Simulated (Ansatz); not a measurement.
# Lattice dynamics of LuPd (Pm-3m), part 2 of 2

Wanted: vibrations and spectra of LuPd (Pm-3m); the cell is already relaxed. After the zone centre comes a 4×4×4 q mesh on a 12×12×12 k mesh.

Ansatz 0.2.0; DFT PBEsol, scalar-relativistic, plane waves, PAW; PAW set soft_1.

So far. Step 2 (Linear response at the zone centre): Before it was imposed, the acoustic sum rule was missed by 2.2e-5 eV/Å². Small misses are needed for a sound result but don't prove that mesh and cutoff are converged. The lowest optical mode is real, 116 cm⁻¹.

### Step 3. Phonons on a q mesh

Stability and thermal properties need the whole zone. Linear response on a 4×4×4 q mesh gives force constants as far as a supercell of that size would.

The input, input.yaml:

```yaml
crystal:
  lattice:
    - [3.3894934377, 0.0, 0.0]
    - [0.0, 3.3894934377, 0.0]
    - [0.0, 0.0, 3.3894934377]
  atoms:
    - { symbol: Lu, position: [0.0, 0.0, 0.0] }
    - { symbol: Pd, position: [0.5, 0.5, 0.5] }
kpoints:
  mp_grid: { grid: [12, 12, 12] }
hamiltonian:
  xc: pbesol
  pseudopotentials: { kind: paw, azcp: { folder: soft_1 }, xc_functional: pbe }
scf:
  occupations: { method: methfessel_paxton, width: 0.2 }
output:
  eigenvalues: true
phonons:
  method: dfpt
  qmesh: [4, 4, 4]
  temperatures: { t_max: 1000, t_step: 50 }
  qpath:
    path:
      - [[0.0, 0.0, 0.0], [0.0, 0.5, 0.0], [0.5, 0.5, 0.0], [0.0, 0.0, 0.0], [0.5, 0.5, 0.5], [0.0, 0.5, 0.0]]
      - [[0.5, 0.5, 0.5], [0.5, 0.5, 0.0]]
    npoints: 10
```

Command:

```
ansatz run input.yaml --threads 4 --pin off --max-ram 10240MiB --backend cpu --events-out ev --progress --plain --runs-dir out
```

Numbers of over 12 decimals in the logs are rounded to 6 here.

Output:

```text
[...]
Crystal: 2 atoms, lattice volume = 38.941 Å³
Basis set: ecut = 420 eV, 751 PW (Γ), exchange–correlation on 48×48×48 points (8 copies of the dense FFT grid, shifted against one another)
Bands: 26, of which v1, the nominal top of the filled ones, is band 22 counted from 1 (21 counted from 0)
Symmetry: 48 space group operations
k-points: 84 of 1728
[...]
SCF iter   1: F=—  HF=-21539.380708 eV  |F-HF|=—  |Δ(HF+E_count)|=         —  Δρ=5.28e-1  dr2=1.92e2  ethr=3.10e-3  ⟨swp⟩=5.9  Hψ=9813  notcnv=0
[...]
SCF iter  15: F=-21520.620822 eV  HF=-21520.620822 eV  |F-HF|=0.00e0  |Δ(HF+E_count)|=    0.00e0  S|Δr|=    0.00e0  Δρ=3.62e-8  dr2=3.90e-13  ethr=1.00e-12  ⟨swp⟩=9.6  Hψ=15260  notcnv=0
SCF 1 converged in 15 iterations: F = -21520.620822 eV  dr2 = 3.90e-13
[...]
phonons: the bands overlap, so this run is a metal and interpolates without the dipole-dipole term. If the crystal is really an insulator or semiconductor, its LO-TO splitting is missing
NSCF: frozen V_eff on 84 k-points
[...]
DFPT response loops at q = (0, 0, 0) (fractional): preconditioner auto → Kerker (q_TF=auto, 2.774 Å⁻¹) (partly filled bands, converged f_vac=0.000); β = 1.00, the filter's whole step (`scf.mixing.beta` (0.50) is not read by the response loops under this deck's `scf.mixing.preconditioner`; to damp them name `kerker` or `kerker_dos`, under which they read `scf.mixing.beta`, and type it under 1.00, their step now; both keys bind the ground state too); Broyden in place of MSR1
[...]
SCF converged after 15 iterations
[...]
Free energy (F): -21520.620822 eV
[...]
Internal energy: -21520.618004 eV  (E = F + TS)
E sigma→0 (E₀):  -21520.620117 eV
Entropy (-TS):   -0.002818 eV (-1.409 meV/atom)
Fermi energy:    18.189185 eV
[...]
--- Band table (eV; the first three rows and the last of 84) ---
  k-point 0: bands = [... 18 lower, 15.2512, 15.2512, 15.2512, 19.8939, 19.8939, 24.1560, 24.1560, 24.1560]
  k-point 1: bands = [... 18 lower, 15.2424, 15.2424, 15.2738, 19.8132, 19.9043, 23.4622, 23.4622, 24.1108]
  k-point 2: bands = [... 18 lower, 15.2196, 15.2196, 15.3355, 19.5876, 19.8420, 22.4874, 22.4874, 23.9874]
  k-point 83: bands = [... 18 lower, 16.1036, 16.1036, 16.9174, 16.9174, 16.9174, 22.6794, 25.3959, 25.3959]
--- Phonons (Γ-DFPT): 2 representative perturbations + reference (Σ response iterations 7) ---
  ASR residual: 3.193e-5 → 0.000e0 eV/Å²; symmetrization residual: 3.593e-6 eV/Å²
  ASR residual per site (eV/Å²): 3.19e-5 5.51e-6
  Γ frequencies (cm⁻¹): 0.00 0.00 0.00 115.68 115.68 115.68
--- Phonons (arbitrary-q DFPT): 10 irreducible q on the 4×4×4 mesh ---
  q = [0.0000, 0.0000, 0.0000] (star 1, of the zone-centre solve; hermiticity 2.21e-6, symmetrization 2.71e-11): -0.00 -0.00 0.00 115.68 115.68 115.68
  q = [0.0000, 0.0000, 0.2500] (star 6, 4 solved perturbations in 1848 linear systems a pass and spin channel, the states on 588 of 1728 k-point pairs; hermiticity 2.32e-6, symmetrization 9.12e-13): 44.53 44.53 74.47 107.44 107.44 121.88
[...]
q = [0.0000, 0.2500, -0.5000] (star 12, 6 solved perturbations on 588 of 1728 k-point pairs; hermiticity 8.05e-7, symmetrization 5.40e-9): 65.42 66.47 68.75 90.01 116.21 135.72
[...]
sum rule: each row above includes the acoustic sum rule's correction from the zone centre's row sums; it moved no ω² by more than (0.22 cm⁻¹)²
  mesh force constants: q→R imaginary residual 1.73e-18; ASR residual 3.193e-5 → 0.000e0 eV/Å²; symmetrization residual 1.066e-14 eV/Å²
  interpolated dispersion: 62 rows × 6 modes
  density of states and harmonic sums: on the 20×20×20 q-mesh, interpolated from the force constants of a 4×4×4 supercell (no non-analytic term)
  largest difference from the sums on the solved wave vectors: F 1.43e-2 eV, S 1.83e-5 and C_V 4.01e-6 eV/K
  zero-point energy: 0.033263 eV/cell   skipped modes (ω ≤ 0): 3   left out of the sums: 6.25e-5 of the cell's modes: C_V's classical limit lies that fraction below 3 k_B per atom; for a crystal, a wire or a layer, F and S can be off by more, and a phonons.interpolated_qmesh denser along its periods is the remedy for the sampling
```

Wall time 7.2 min (4 threads of Intel Xeon Platinum 8488C (Sapphire Rapids), shared host); peak memory 2.7 GiB; 27 min of CPU time.

This step gave:

- sum-rule residual before enforcement: 3.19e-5 eV/Å²
- lowest frequency on the path: 0 cm⁻¹
- highest frequency on the path or at a solved wavevector: 136.4 cm⁻¹
- mean frequency: 89.4 cm⁻¹
- Debye temperature (second moment): 174 K
- logarithmic mean frequency: 84.7 cm⁻¹
- lowest mode on the q mesh (acoustic modes at Γ apart): 39.64 cm⁻¹
- zero-point energy per atom: 16.63 meV
- heat capacity at 300 K: 24.53 J/(mol atoms K)
- vibrational entropy at 300 K: 47.63 J/(mol atoms K)

Frequencies (cm⁻¹) solved at each irreducible wavevector; negative means imaginary. Frequencies by wavevector, by row:

```csv
q in reciprocal lattice units,star,mode 1,mode 2,mode 3,mode 4,mode 5,mode 6
0 0 0,1,0,0,0,115.7,115.7,115.7
0 0 0.25,6,44.5,44.5,74.5,107.4,107.4,121.9
0 0 -0.5,3,66.7,66.7,92.1,92.1,106.7,135.4
0 0.25 0.25,12,39.6,57.3,93.8,100.9,109.3,118.2
0 0.25 -0.5,12,65.4,66.5,68.8,90,116.2,135.7
0 -0.5 -0.5,3,51.2,51.2,67.2,84.1,131.4,131.4
0.25 0.25 0.25,8,61.3,61.3,82.6,109.5,111.6,111.6
0.25 0.25 -0.5,12,65.9,66.3,76.9,100,110.8,132
0.25 -0.5 -0.5,6,69.1,69.1,74.8,98.3,129.2,129.2
-0.5 -0.5 -0.5,1,79.5,79.5,79.5,128,128,128
```

Interpolated from a 4×4×4 q mesh. The phonon branches at the labelled points (cm⁻¹):

```csv
point,branch 1,branch 2,branch 3,branch 4,branch 5,branch 6
Γ,0,0,0,116,116,116
halfway,44,44,74,107,107,122
X,67,67,92,92,107,135
halfway,65,66,69,90,116,136
M,51,51,67,84,131,131
halfway,40,57,94,101,109,118
Γ,0,0,0,116,116,116
halfway,61,61,83,110,112,112
R,80,80,80,128,128,128
halfway,66,66,77,100,111,132
X,67,67,92,92,107,135
jump to R,80,80,80,128,128,128
halfway,69,69,75,98,129,129
M,51,51,67,84,131,131
```

The phonon branches as a text plot (rows in cm⁻¹):

```
    134 |      **********                           ******     **
    128 |    **       * ***                  *******      *****
    122 |   *       **     **               *    *
    117 |***               **********    ***      *        *
    111 |  *      **         * **   *****          *****
    105 |   ** ***            *      **                 **  *
     99 |     *              *         *            *        *
     94 |     ******      ****         *             *  **
     88 |        *  ***  * ** *                        **
     82 |    *    *    **            ** *            ***      ***
     77 |   *             *                 ********* **  *****
     71 |         ***          *         ****     ** *  *   ** **
     65 |      **************            **        *** ***
     60 |     *     **       *      *   *             *       *
     54 |    *       ****              *                       **
     48 |  *            ***   * *
     43 |   *              **        **
     37 |                    * *
     31 | **                  *    *
     26 |                      ***  *
     20 |**                     *
     14 |                        * *
      9 |*                       *
      3 |                         *
         Γ      X      M          Γ            R        X|R     M
```

Tetrahedra on a 20×20×20 mesh, mean over bins of 2 cm-1. Interpolated from a 4×4×4 q mesh. Table of phonon density of states by wavenumber; read off at these points:

wavenumber (cm⁻¹), phonon density of states (1/cm⁻¹/cell) and a bar:
```
      1.0      0.000 
      5.0      0.000 
      9.0      0.000 
     13.0      0.001 
     15.0      0.001 
     19.0      0.002 #
     23.0      0.003 #
     27.0      0.005 #
     31.0      0.007 ##
     35.0      0.010 ###
     37.0      0.011 ###
     41.0      0.016 ####
     45.0      0.022 ######
     49.0      0.032 #########
     53.0      0.050 ##############
     57.0      0.058 #################
     59.0      0.065 ###################
     63.0      0.081 #######################
     67.0      0.105 ##############################
     71.0      0.078 ######################
     75.0      0.089 #########################
     77.0      0.092 ##########################
     79.0      0.063 ##################
     81.0      0.038 ###########
     85.0      0.047 #############
     89.0      0.063 ##################
     93.0      0.076 ######################
     97.0      0.039 ###########
    101.0      0.051 ###############
    103.0      0.049 ##############
    107.0      0.070 ####################
    109.0      0.076 ######################
    111.0      0.069 ####################
    115.0      0.073 #####################
    119.0      0.060 #################
    123.0      0.062 ##################
    125.0      0.068 ###################
    129.0      0.094 ###########################
    133.0      0.053 ###############
    137.0      0.004 #
```

The partial phonon density of states has structure finer than the step of the table below, so its rows give means over 5 cm⁻¹, whole bins alone (the curve runs from -10 to 150 cm⁻¹). Peaks (cm⁻¹: height): Lu 66.6: 0.0469, 129.0: 0.0738; Pd 76.6: 0.0648, 91.8: 0.0496, 108.9: 0.0353.

Phonopy on the run's constants, 17x17x17 mesh, Gaussian sigma 2.0 cm-1. Interpolated from a 4×4×4 q mesh. Table of partial phonon density of states by wavenumber; means over each step; values in 1/cm⁻¹/cell:

```csv
wavenumber (cm⁻¹),Lu,Pd
-5,8.6e-6,6.3e-6
0,6.0e-5,3.7e-5
5,2.2e-5,1.3e-5
10,3.8e-4,2.4e-4
15,7.3e-4,4.6e-4
20,0.00144,9.9e-4
25,0.00231,0.00161
30,0.00387,0.00299
35,0.00507,0.00423
40,0.00773,0.00715
45,0.0112,0.0121
50,0.0160,0.0217
55,0.0219,0.0312
60,0.0321,0.0382
65,0.0432,0.0456
70,0.0362,0.0508
75,0.0187,0.0594
80,0.0133,0.0438
85,0.0117,0.0372
90,0.0159,0.0465
95,0.0184,0.0408
100,0.0246,0.0278
105,0.0265,0.0296
110,0.0372,0.0330
115,0.0402,0.0241
120,0.0456,0.0149
125,0.0595,0.0113
130,0.0679,0.0103
135,0.0349,0.00396
140,0.00350,2.7e-4
145,8.6e-6,6.0e-7
```

Second derivatives of the energy by pair, one row for each kind of neighbour of each atom listed. Each entry sums the pair over the periodic images of the supercell that the q mesh stands for, and in a polar crystal it holds the long-range dipole part too. Force constants by pair, by row:

```csv
atom,neighbour,distance (Å),third of the trace (eV/Å²),along the pair's line (eV/Å²)
Lu1,itself,0,6.595,–
Lu1,Pd,2.935,-0.3741,-1.107
Lu1,Lu,3.389,-0.4968,-1.813
Lu1,Lu,4.793,0.0193,-0.0974
Lu1,Pd,5.621,-0.0116,-0.0274
Lu1,Lu,5.871,-0.0561,-0.2008
Lu1,Lu,6.779,0.0134,0.135
Lu1,Pd,7.387,-0.0011,-0.0029
Pd2,itself,0,2.845,–
Pd2,Lu,2.935,-0.3741,-1.107
Pd2,Pd,3.389,0.1286,0.0775
Pd2,Pd,4.793,-0.0141,-0.1055
Pd2,Lu,5.621,-0.0116,-0.0274
Pd2,Pd,5.871,-0.0488,-0.1251
Pd2,Pd,6.779,0.0491,0.251
Pd2,Lu,7.387,-0.0011,-0.0029
```

Harmonic thermodynamic functions per atom, from the density of states. Interpolated from a 4×4×4 q mesh. Thermodynamic functions, by row:

```csv
T (K),F_vib (meV/atom),S (J/mol-atom/K),C_V (J/mol-atom/K)
0,16.63,0,0
50,15.15,8.873,14.85
100,7.01,21.8,21.58
200,-24.67,37.77,24.03
300,-69.25,47.63,24.53
400,-122.5,54.72,24.71
500,-182.1,60.24,24.79
600,-247,64.76,24.84
700,-316.1,68.59,24.86
800,-389,71.92,24.88
900,-465.1,74.85,24.89
1000,-544,77.47,24.9
```

Harmonic mean-square displacement, third of the trace. Interpolated from a 4×4×4 q mesh. Mean square displacements, by row:

```csv
T (K),Lu1 U_eq (Å²),Pd2 U_eq (Å²)
0,0.00115,0.00211
100,0.00261,0.00484
300,0.00724,0.01352
600,0.01437,0.02686
```

Symmetry leaves 10 wavevectors to solve. The lowest mode among them, the acoustic zeros apart, lies at q = (0, 0.25, 0.25) and is real, 39.6 cm⁻¹.

### Step 4. Isotope substitution

An isotope changes the mass and not the force constants, so no new electronic calculation is needed; the shifts show which modes move this element.

The same force constants with the mass of Pd changed from 106.420 to 109.905 u (phonopy, no LO-TO term). Both lists are sorted by frequency; levels can cross, so a row need not hold one and the same mode. Modes under 3 cm⁻¹ are left out. Isotope shifts, by row:

```csv
q,rank,natural mass (cm⁻¹),changed mass (cm⁻¹)
0 0 0,4,115.7,114.5
0 0 0,5,115.7,114.5
0 0 0,6,115.7,114.5
0 0 0.25,1,44.53,44.3
0 0 0.25,2,44.53,44.3
0 0 0.25,3,74.47,73.63
0 0 0.25,4,107.4,106.3
0 0 0.25,5,107.4,106.3
0 0 0.25,6,121.9,121.3
0 0 -0.5,1,66.74,66.74
0 0 -0.5,2,66.74,66.74
0 0 -0.5,3,92.09,90.62
0 0 -0.5,4,92.09,90.62
0 0 -0.5,5,106.7,105
0 0 -0.5,6,135.4,135.4
0 0.25 0.25,1,39.64,39.24
0 0.25 0.25,2,57.26,57.03
0 0.25 0.25,3,93.85,92.37
0 0.25 0.25,4,100.9,99.7
0 0.25 0.25,5,109.3,109.2
0 0.25 0.25,6,118.2,117.6
```

A mode of this element alone would shift by -1.60 %. The highest zone-centre frequency without the field goes from 115.7 to 114.5 cm⁻¹ (-1.0 %). The product of the frequency ratios over all optical modes at Γ is 0.970; the product rule, (m/m′)^(3k/2) (M′/M)^(3/2) with k = 1 such atoms and M the mass of the cell, gives 0.971.

### Step 5. Summary of results

* space group (within 0.01 Å): Pm-3m
* volume per atom: 19.5 Å³
* electronic character: no gap on this mesh
* highest optical mode at the zone centre (no LO-TO term): 116 cm⁻¹
* lowest optical zone-centre mode: 116 cm⁻¹
* lowest mode on the q mesh (acoustic modes at Γ apart): 39.6 cm⁻¹
* highest frequency on the path or at a solved wavevector: 136 cm⁻¹
* zero-point energy per atom: 16.6 meV
* heat capacity at 300 K: 24.5 J/(mol atoms K)
* vibrational entropy at 300 K: 47.6 J/(mol atoms K)
* Debye temperature (second moment): 174 K
* imaginary modes on the 4×4×4 q mesh: none

What this shows: The structure is a minimum as far as tested: no mode is imaginary at the 10 irreducible wavevectors of the 4×4×4 mesh, and the softest away from the acoustic zeros lies at 40 cm⁻¹. The optical modes at Γ form one degenerate level at 116 cm⁻¹. With no gap, or one that is small against the smearing, the frequencies hang on the k mesh and the smearing, most of all near Kohn anomalies. The phonon runs are without spin polarisation, although the cell has an odd electron count. Spin-orbit coupling is left out, which can matter for the heavy elements here. The PAW files were made for PBE and serve the other functionals too. These are harmonic frequencies at zero temperature: anharmonic shifts, linewidths and thermal expansion are left out.

[Logs are printed without paths, hosts, clocks, repeated set-up lines and the standing remarks that a program may print on its own settings, such as how far it seeks lower states.]

[Hosts, paths, dates, database ids (printed as entryN), source tags and the programs' standing remarks are cut or masked in the printed files.]
